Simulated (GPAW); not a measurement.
Consider FeGe (P6/mmm).

```
Ge Fe
1.0
     4.99760    0.00000    0.00000
    -2.49880    4.32805    0.00000
     0.00000    0.00000    4.11576
Ge Fe
3 3
Cartesian
  2.4988 1.4427 2.0579
  0.0000 2.8854 2.0579
  0.0000 0.0000 0.0000
  -1.2494 2.1640 0.0000
  1.2494 2.1640 0.0000
  2.4988 0.0000 0.0000
```

Absorber: atom 3, with 6 Fe at 2.50 Å (6-fold, site symmetry 6/mmm). Method: GPAW, LDA, excited-electron core hole (neutral cell), 18-atom cell with 6.5 Å between holes, 3×3×3 k points, dipole transitions, Gaussian full width 1.96 eV up to 4 eV, rising linearly to 3.5 eV at 25 eV.

Question: What does the Ge K edge look like?

Main maxima up to 30 eV above the zero (height): 1.6 eV (1.43), 14.0 eV (1.18) and 21.4 eV (0.77). A K edge sees empty p states on the absorber. 

The Ge K spectrum (energy from the lowest empty level; intensity scaled to a mean of 1 over the first 20 eV; polarised curves are means over the symmetry-equivalent atoms):

| E (eV) | isotropic | ε ⊥ c | ε ∥ c |
| --- | --- | --- | --- |
| -2.0 | 0.01 | 0.00 | 0.02 |
| -1.5 | 0.05 | 0.02 | 0.12 |
| -1.0 | 0.16 | 0.06 | 0.37 |
| -0.5 | 0.42 | 0.16 | 0.92 |
| 0.0 | 0.78 | 0.34 | 1.67 |
| 0.5 | 1.14 | 0.56 | 2.31 |
| 1.0 | 1.37 | 0.77 | 2.55 |
| 1.5 | 1.43 | 0.96 | 2.37 |
| 2.0 | 1.41 | 1.12 | 1.99 |
| 2.5 | 1.38 | 1.29 | 1.56 |
| 3.0 | 1.35 | 1.44 | 1.18 |
| 3.5 | 1.29 | 1.49 | 0.89 |
| 4.0 | 1.16 | 1.39 | 0.68 |
| 4.5 | 0.94 | 1.15 | 0.52 |
| 5.0 | 0.73 | 0.89 | 0.40 |
| 5.5 | 0.60 | 0.73 | 0.34 |
| 6.0 | 0.57 | 0.69 | 0.34 |
| 6.5 | 0.62 | 0.73 | 0.40 |
| 7.0 | 0.69 | 0.79 | 0.48 |
| 7.5 | 0.74 | 0.83 | 0.55 |
| 8.0 | 0.76 | 0.84 | 0.61 |
| 8.5 | 0.79 | 0.87 | 0.63 |
| 9.0 | 0.83 | 0.92 | 0.64 |
| 9.5 | 0.89 | 1.01 | 0.66 |
| 10.0 | 0.97 | 1.11 | 0.69 |
| 10.5 | 1.04 | 1.20 | 0.73 |
| 11.0 | 1.08 | 1.24 | 0.76 |
| 11.5 | 1.09 | 1.24 | 0.77 |
| 12.0 | 1.09 | 1.25 | 0.76 |
| 12.5 | 1.11 | 1.27 | 0.77 |
| 13.0 | 1.14 | 1.31 | 0.80 |
| 13.5 | 1.17 | 1.33 | 0.85 |
| 14.0 | 1.18 | 1.33 | 0.89 |
| 14.5 | 1.16 | 1.28 | 0.94 |
| 15.0 | 1.13 | 1.20 | 1.00 |
| 15.5 | 1.10 | 1.11 | 1.08 |
| 16.0 | 1.08 | 1.03 | 1.18 |
| 16.5 | 1.05 | 0.96 | 1.24 |
| 17.0 | 1.00 | 0.88 | 1.23 |
| 17.5 | 0.93 | 0.81 | 1.16 |
| 18.0 | 0.85 | 0.75 | 1.04 |
| 18.5 | 0.78 | 0.71 | 0.93 |
| 19.0 | 0.74 | 0.69 | 0.84 |
| 19.5 | 0.73 | 0.70 | 0.79 |
| 20.0 | 0.74 | 0.72 | 0.76 |
| 20.5 | 0.75 | 0.76 | 0.74 |
| 21.0 | 0.77 | 0.78 | 0.73 |
| 21.5 | 0.77 | 0.79 | 0.72 |
| 22.0 | 0.76 | 0.79 | 0.72 |
| 22.5 | 0.74 | 0.76 | 0.71 |
| 23.0 | 0.72 | 0.72 | 0.71 |
| 23.5 | 0.69 | 0.68 | 0.71 |
| 24.0 | 0.66 | 0.64 | 0.71 |
| 24.5 | 0.65 | 0.62 | 0.70 |
| 25.0 | 0.64 | 0.61 | 0.69 |
| 25.5 | 0.64 | 0.62 | 0.67 |
| 26.0 | 0.64 | 0.63 | 0.64 |
| 26.5 | 0.64 | 0.64 | 0.63 |
| 27.0 | 0.64 | 0.65 | 0.64 |
| 27.5 | 0.65 | 0.64 | 0.67 |
| 28.0 | 0.66 | 0.63 | 0.73 |
| 28.5 | 0.68 | 0.62 | 0.79 |
| 29.0 | 0.70 | 0.62 | 0.86 |
| 29.5 | 0.72 | 0.62 | 0.91 |
| 30.0 | 0.74 | 0.63 | 0.94 |
| 30.5 | 0.75 | 0.65 | 0.94 |
| 31.0 | 0.75 | 0.66 | 0.92 |
| 31.5 | 0.74 | 0.67 | 0.87 |

The hole lies in one spin channel, while the script sums the empty states of both and takes the lower zero; where the two channels are split, this blurs and shifts the curve. The script folds with a Gaussian, whereas the core hole's own line is a Lorentzian, so the onset is too steep and the first peak too high. The crystal has 2 inequivalent Ge sites and not all are shown here, while a measurement adds them all. The spins start ferromagnetically in a simple order, which needn't be the measured one; gap and edge can depend on it. The mesh is coarse (0.33 Å⁻¹ between points), so small maxima may be mesh ripples. The structure is a computed Materials Project entry and may be a hypothetical form.

[Banner, clock and machine lines of the logs are left out without a mark of their own.]

[Logs are printed without paths, hosts, clocks, repeated set-up lines and the standing remarks that a program may print on its own settings, such as how far it seeks lower states.]

[Hosts, paths, dates, database ids (printed as entryN), source tags and the programs' standing remarks are cut or masked in the printed files.]

[Lists of maxima count a maximum above −3 eV only where it reaches 4 % of the highest in the window and stands out from its surroundings by 2 % of it (1.5 % where it reaches 55 %); shoulders and weaker maxima are passed over, and of the rest the first, up to two pre-edge ones and the few strongest are named.]
